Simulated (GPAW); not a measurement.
# Near-edge structure at the Ga K edge of zinc-blende (GaAs)₁₋ₓ(GaP)ₓ at x = 0.875, part 2 of 2

What does the Ga K edge look like in zinc-blende (GaAs)₁₋ₓ(GaP)ₓ at x = 0.875?

GPAW 26.7.0; X-ray absorption from dipole matrix elements to empty bands, plane-wave PAW LDA.

So far. Step 3 (Ground state of the crystal): The mesh shows a gap of 1.32 eV. The excited electron is kept all the same, so that all members of the series, with or without a gap, are treated alike.

## Step 5: Spectrum with XCH, Ga atom 1

The holes are 7.7 Å apart. In GPAW the data set carries the hole's charge, so charge=0 means a charged cell and charge=-1 a neutral one. The excited electron is kept in the cell, where it fills the lowest empty states and screens the hole. After the field has converged, empty bands are computed with the density fixed and the dipole matrix elements are summed.

The absorber has 3 P at 2.36 Å and 1 As at 2.41 Å (tetrahedral).

The input, xas.py:

```python
import numpy as np
from ase import Atoms
from ase.parallel import parprint, paropen
from gpaw import GPAW, PW, FermiDirac, Mixer, MixerDif, setup_paths
from gpaw.test import gen
setup_paths.insert(0, '.')
gen('Ga', name='fch1s', xcname='LDA', corehole=(1, 0, 1), write_xml=True)
from gpaw.mpi import world
world.barrier()

atoms = Atoms('GaAsGaPGaPGaPGaPGaPGaPGaP',
    cell=[[0, 5.47625, 5.47625],
     [5.47625, 0, 5.47625],
     [5.47625, 5.47625, 0]],
    scaled_positions=[[0.9992017, 0.9988023, 0.9978593],
     [0.1256513, 0.1250248, 0.1265038],
     [0.99756, 0.997269, 0.5081396],
     [0.1250965, 0.1258149, 0.6248791],
     [0.9979549, 0.5062218, 0.998351],
     [0.126247, 0.6256061, 0.123751],
     [0.0006535, 0.5011364, 0.4986021],
     [0.1258054, 0.6243312, 0.6251857],
     [0.5070623, 0.9991186, 0.9980833],
     [0.6261868, 0.1243986, 0.1266678],
     [0.4999061, 0.997837, 0.5018713],
     [0.624772, 0.1248672, 0.6251454],
     [0.5011872, 0.499244, 0.0004001],
     [0.6249906, 0.6259885, 0.1248237],
     [0.5008509, 0.4998984, 0.4997737],
     [0.6260207, 0.6233605, 0.6257124]],
    pbc=True)
atoms.calc = calc = GPAW(legacy_gpaw=True, mode=PW(400, force_complex_dtype=True), xc='LDA', setups={0: 'fch1s'},
    kpts={'size': (3, 3, 3), 'gamma': True}, occupations=FermiDirac(0.04),
    charge=-1, mixer=Mixer(0.1, 5, 50), maxiter=150,
    convergence={'density': 0.0001, 'eigenstates': 1e-6}, txt='scf.txt')
energy = atoms.get_potential_energy() + calc.get_reference_energy()
ef = calc.get_fermi_level()
out = dict(energy=energy, fermi=ef, forces=atoms.get_forces().tolist())
parprint(f'all-electron energy {energy:.4f} eV, Fermi level {ef:.4f} eV')
ev = np.array([[calc.get_eigenvalues(k, s) for k in range(len(calc.get_ibz_k_points()))] for s in range(calc.get_number_of_spins())])
out['homo'], out['lumo'], out['counts'] = ev[ev < ef].max(), ev[ev > ef].min(), sorted(set((ev < ef).sum((0, 2)).tolist()))
out['filled'] = (ev[:, 0] < ef).sum(1).tolist()

from ase.units import Ha
from gpaw.xas import dipole_matrix_elements
nb = int(calc.get_number_of_electrons() / 2) + 168
top, nb = nb, nb + 8 + nb // 12
nscf = calc.fixed_density(kpts={'size': (4, 4, 4), 'gamma': True}, nbands=nb,
    convergence={'bands': top, 'eigenstates': 5e-3}, maxiter=60, txt='nscf.txt')
cell = atoms.cell.array
ops = [cell.T @ U.T @ np.linalg.inv(cell.T) for U in nscf.wfs.kd.symmetry.op_scc]
filled = [32]  # bands filled in the ground state, by spin
E = np.arange(-6, 30, 0.1)
fwhm = np.interp(E, [4, 25], [1.82, 3.5])
Y, X, zero, highest = 0, 0, 1e9, 1e9
for spin in range(nscf.get_number_of_spins()):
    wfs = nscf.wfs
    mine = wfs.bd.get_slice()  # this rank's bands
    A = dipole_matrix_elements(wfs.setups[0])
    eps = np.zeros((wfs.kd.nibzkpts, nb))
    d = np.zeros((3, A.shape[1], wfs.kd.nibzkpts, nb), complex)
    for kpt in wfs.kpt_u:
        if kpt.s == spin and 0 in kpt.P_ani:
            eps[kpt.k, mine] = kpt.eps_n * Ha
            d[:, :, kpt.k, mine] = (kpt.weight * wfs.nspins / 2) ** 0.5 * np.inner(A, kpt.P_ani[0])
    world.sum(eps)
    world.sum(d)
    T = np.einsum('amkn,bmkn->abkn', d, d.conj()).real
    T = sum(np.einsum('ai,ijkn,bj->abkn', R, T, R) for R in ops) / len(ops)
    empty = np.ones_like(eps, bool) & (np.arange(nb) >= filled[spin])
    zero, highest = min(zero, eps[empty].min()), min(highest, eps[:, top - 1].min())
    lines = [(eps, T, empty)] if spin == 0 else lines + [(eps, T, empty)]
for eps, T, empty in lines:
    f = np.einsum('aakn->akn', T).reshape(3, -1)
    x = eps.ravel() - zero
    w = np.interp(x, E, fwhm) / 2.35482
    g = np.exp(-0.5 * ((E[:, None] - x) / w) ** 2) / (w * (2 * np.pi) ** 0.5)
    Y = Y + (f * empty.ravel()) @ g.T
    X = X + (f * ~empty.ravel()) @ g.T
out.update(E=E.round(2).tolist(), xas=Y.tolist(), xes=X.tolist(), zero=zero, valid=highest - zero, nk=len(eps), nb=nb)
for i in range(0, len(E), 10):
    parprint(f'{E[i]:7.2f}', *(f'{v:10.3e}' for v in Y[:, i]))
import json
with paropen('out.json', 'w') as f:
    json.dump(out, f)
```

Launch:

```console
> OMP_NUM_THREADS=1 mpirun -n 4 gpaw python xas.py
```

Numbers of over 12 decimals in the logs are rounded to 6 here.

Output:

```text
Input parameters:
  charge: -1
  convergence: {density: 0.0001,
                eigenstates: 1e-06}
  kpts: {gamma: True,
         size: (3, 3, 3)}
  maxiter: 150
  mixer: {backend: pulay,
          beta: 0.1,
          method: separate,
          nmaxold: 5,
          weight: 50}
  mode: {ecut: 400.0,
         force_complex_dtype: True,
         name: pw}
  occupations: {fixmagmom: False,
                name: fermi-dirac,
                width: 0.04}
  setups: {0: fch1s}

Initialize ...

[... PAW data sets ...]

Reference energy: -538403.034597  # eV

Spin-paired calculation

[... convergence settings ...]
Symmetries present (total): 1
  [... symmetry matrices ...]

27 k-points: 3 x 3 x 3 Monkhorst-Pack grid
14 k-points in the irreducible part of the Brillouin zone
       k-points in crystal coordinates                weights
   0:     0.00000000    0.00000000    0.00000000          1/27
   1:     0.00000000    0.00000000    0.33333333          2/27
   2:     0.00000000    0.33333333   -0.33333333          2/27
   3:     0.00000000    0.33333333    0.00000000          2/27
   4:     0.00000000    0.33333333    0.33333333          2/27
   5:     0.33333333   -0.33333333   -0.33333333          2/27
   6:     0.33333333   -0.33333333    0.00000000          2/27
   7:     0.33333333   -0.33333333    0.33333333          2/27
   8:     0.33333333    0.00000000   -0.33333333          2/27
   9:     0.33333333    0.00000000    0.00000000          2/27
          ...
  13:     0.33333333    0.33333333    0.33333333          2/27

Wave functions: Plane wave expansion
  Cutoff energy: 400.000 eV
  Number of coefficients (min, max): 5942, 6002
  Pulay-stress correction: 0.000000 eV/Ang^3 (de/decut=0.000000)
  Using FFTW library
  Wavefunction extrapolation:
    Improved wavefunction reuse through dual PAW basis

Occupation numbers: Fermi-Dirac:
  width: 0.0400  # eV

Eigensolver
   Davidson(niter=2)

Densities:
  Coarse grid: 36*36*36 grid
  Fine grid: 72*72*72 grid
  Total Charge: 0.000000

Density mixing:
  Method: separate
  Backend: pulay
  Linear mixing parameter: 0.1
  old densities: 5
  Width of damping distribution: 1.1
  Damping of long wavelength oscillations: 50

[... Hamiltonian set-up ...]
Number of atoms: 16
Number of atomic orbitals: 64
Number of bands in calculation: 43
Number of valence electrons: 65
Bands to converge: occupied

... initialized

Initializing position-dependent things.

Density initialized from atomic densities
Creating initial wave functions:
  43 bands from LCAO basis set

                                    Ga
                            Ga

                             Ga

                                  Ga
                          Ga
                        P

               P
                   Ga
           Ga    P
         P            P

              P
                  Ga
               P
       As

Atomic positions and initial magnetic moments

Positions:
   0 Ga    10.934218   10.936405   10.941569    ( 0.0000,  0.0000,  0.0000)
   1 As     1.377433    1.380864    1.372765    ( 0.0000,  0.0000,  0.0000)
   2 Ga     8.243994    8.245587   10.924182    ( 0.0000,  0.0000,  0.0000)
   3 P      4.110988    4.107054    1.374054    ( 0.0000,  0.0000,  0.0000)
   4 Ga     8.239417   10.932270    8.237248    ( 0.0000,  0.0000,  0.0000)
   5 P      4.103667    1.369052    4.117336    ( 0.0000,  0.0000,  0.0000)
   6 Ga     5.474818    2.734048    2.747927    ( 0.0000,  0.0000,  0.0000)
[...]
13 P      4.111635    4.106171    6.850674    ( 0.0000,  0.0000,  0.0000)
  14 Ga     5.474454    5.479670    5.480353    ( 0.0000,  0.0000,  0.0000)
  15 P      6.840235    6.854803    6.841924    ( 0.0000,  0.0000,  0.0000)

Unit cell:
           periodic     x           y           z      points  spacing
  1. axis:    yes    0.000000    5.476250    5.476250    36     0.1757
  2. axis:    yes    5.476250    0.000000    5.476250    36     0.1757
  3. axis:    yes    5.476250    5.476250    0.000000    36     0.1757

  Lengths:   7.744587   7.744587   7.744587
  Angles:   60.000000  60.000000  60.000000

Effective grid spacing dv^(1/3) = 0.1917

iter:   1   -93.729834
iter:   2   -92.010283   -1.51  -0.80
iter:   3   -90.274000   -1.26  -0.87
iter:   4   -90.093634   -2.39  -1.13
iter:   5   -90.100469   -2.53  -1.33
iter:   6   -90.083539c  -2.50  -1.73
iter:   7   -90.050068   -3.41  -1.95
iter:   8   -90.049935   -4.11  -2.32
iter:   9   -90.045311c  -3.72  -2.30
iter:  10   -90.045107c  -4.95  -2.85
iter:  11   -90.044993c  -5.31  -2.97
iter:  12   -90.044993c  -5.55  -3.17
iter:  13   -90.044993c  -6.79c -3.49
iter:  14   -90.044975c  -6.41c -3.55
iter:  15   -90.045009c  -6.34c -3.76
iter:  16   -90.044989c  -7.38c -3.79
iter:  17   -90.044973c  -6.87c -4.06c

Converged after 17 iterations.

Dipole moment: (-23.255850, -23.484672, -23.333901) |e|*Ang

Energy contributions relative to reference atoms: (reference = -538403.034597)

Kinetic:       +210.146354
Potential:     -188.799525
External:        +0.000000
XC:            -111.435544
Entropy (-ST):   -0.016297
Local:           +0.051891
SIC:             +0.000000
--------------------------
Free energy:    -90.053121
Extrapolated:   -90.044973

Showing only first 2 kpts
 Kpt  Band  Eigenvalues  Occupancy
  0    30      4.68409    2.00000
  0    31      4.68610    2.00000
  0    32      5.24195    2.00000
  0    33      5.88567    1.98947

  1    30      4.27643    2.00000
  1    31      4.30416    2.00000
  1    32      5.91199    1.97977
[...]
Fermi level: 6.09534

No gap
No difference between direct/indirect transitions

Forces in eV/Ang:
  0 Ga   -0.12575   -0.11645   -0.13186
  1 As    0.14239    0.14386    0.14139
  2 Ga    0.03648    0.04671   -0.21482
  3 P    -0.06535   -0.05904    0.06498
  4 Ga    0.05256   -0.23157    0.06493
  5 P    -0.04971    0.06836   -0.07689
  6 Ga    0.16184    0.01322   -0.01431
[...]
13 P    -0.00776    0.01468   -0.00815
 14 Ga    0.00263    0.00016   -0.00406
 15 P     0.01211   -0.00944    0.01494
Scalar-relativistic atomic LDA calculation for Ga (Gallium, Z=31)
Core hole in 1s state (1s occupation: 1.0)
600 radial gridpoints.
|------------------------------------------------|
|------------------------------------------------|
[... the atom generator's iteration count ...]

Energy contributions:
-------------------------
Kinetic:    +1579.917338
XC:           -64.056343
Potential:  -3074.711888
-------------------------
Total:      -1558.850893

state      eigenvalue         ekin         rmax
-----------------------------------------------
1s^1.0 :  -388.741484   489.682052        0.032
2s^2.0 :   -49.583735    96.650470        0.179
2p^6.0 :   -44.241157    95.698510        0.142
3s^2.0 :    -6.342800    22.075605        0.550
3p^6.0 :    -4.562405    20.108727        0.544
3d^10.0:    -1.437339    15.083525        0.500
4s^2.0 :    -0.729245     2.681465        1.725
4p^1.0 :    -0.423197     1.741532        2.075
-----------------------------------------------
(units: Bohr and Hartree)

Generating PAW setup
Kinetic energy of the core from tauc = 1587.646789
Cutoffs:
rc(s)=2.200
rc(p)=2.200
rc(d)=2.200
rc(vbar)=1.980
rc(comp)=2.200
rc(nct)=2.200

Kinetic energy of the core states: 1572.812876
Charge: 1.0
Core electrons: 27.0
Valence electrons: 3.0
Pseudo-core charge: 1.215894
Shape function alpha=2.066
Pseudo-electron charge 4.660881
state    eigenvalue         norm
--------------------------------
4s(2) :    -0.729245     1.209524
*s    :     0.270755
4p(1) :    -0.423197     1.025939
*p    :     0.576803
*d    :     0.000000
--------------------------------

Diagonalizing with gridspacing h=0.050

state   all-electron     PAW
-------------------------------
4s:      -0.729245    -0.729478
4p:      -0.423197    -0.423398
*d:                   -0.111370
*f:                   -0.021469
-------------------------------
all-electron energy -538493.0796 eV, Fermi level 6.0953 eV
[...]
27.00  1.301e-07  1.302e-07  1.300e-07
  28.00  1.408e-07  1.411e-07  1.407e-07
  29.00  1.426e-07  1.431e-07  1.425e-07
```

Run time: 4.6 min. Hardware: 4 MPI ranks of Arm Neoverse V1, shared host; peak memory 0.64 GiB; 19 min of CPU time.

The Ga K spectrum, Ga atom 1, excited-electron core hole (neutral cell) (energy from the bottom of the conduction band, which holds the excited electron; intensity scaled to a mean of 1 over the first 20 eV):

| E (eV) | intensity |
| --- | --- |
| -2.0 | 0.00 |
| -1.0 | 0.01 |
| 0.0 | 0.14 |
| 1.0 | 0.53 |
| 2.0 | 0.99 |
| 3.0 | 1.45 |
| 4.0 | 1.73 |
| 5.0 | 1.38 |
| 6.0 | 1.00 |
| 7.0 | 0.96 |
| 8.0 | 0.96 |
| 9.0 | 0.89 |
| 10.0 | 0.98 |
| 11.0 | 1.11 |
| 12.0 | 1.13 |
| 13.0 | 1.06 |
| 14.0 | 1.00 |
| 15.0 | 0.91 |
| 16.0 | 0.84 |
| 17.0 | 0.84 |
| 18.0 | 0.85 |
| 19.0 | 0.80 |
| 20.0 | 0.78 |
| 21.0 | 0.79 |
| 22.0 | 0.78 |
| 23.0 | 0.73 |
| 24.0 | 0.70 |
| 25.0 | 0.71 |
| 26.0 | 0.75 |

Main maxima below 25 eV (height): 4.0 eV (1.73), 7.6 eV (0.98) and 11.6 eV (1.14). A K edge sees empty p states on the absorber.

The energy difference (zero at 10381 eV) isn't read as a photon energy: for so heavy an absorber the terms left out (the hole's spin, the functional's error) amount to tens of eV or more.

## Step 6: Outcome

```yaml
absorber_and_edge: Ga K, atom 1 of the ground-state input (counted from 1)
surroundings: 3 P at 2.36 Å and 1 As at 2.41 Å (tetrahedral)
highest_intensity_below_24_ev: 4.0 eV above the zero, height 1.73
```

In words: The Ga K edge of atom 1, with 3 P at 2.36 Å and 1 As at 2.41 Å (tetrahedral), has its highest intensity of the first 24 eV at 4.0 eV above the zero, 1.7 times the mean level of the first 20 eV (Gaussian full width 1.82 eV up to 4 eV, rising linearly to 3.5 eV at 25 eV). The script folds with a Gaussian, whereas the core hole's own line is a Lorentzian, so the onset is too steep and the first peak too high. Lifetime broadening is put in by hand, and intensities beyond about 20 eV depend on it and on the partial waves; weight that the partial waves miss at high energy is lost.

[Banner, clock and machine lines of the logs are left out without a mark of their own.]

[Logs are printed without paths, hosts, clocks, repeated set-up lines and the standing remarks that a program may print on its own settings, such as how far it seeks lower states.]

[Hosts, paths, dates, database ids (printed as entryN), source tags and the programs' standing remarks are cut or masked in the printed files.]

[Lists of maxima count a maximum above −3 eV only where it reaches 4 % of the highest in the window and stands out from its surroundings by 2 % of it (1.5 % where it reaches 55 %); shoulders and weaker maxima are passed over, and of the rest the first, up to two pre-edge ones and the few strongest are named.]
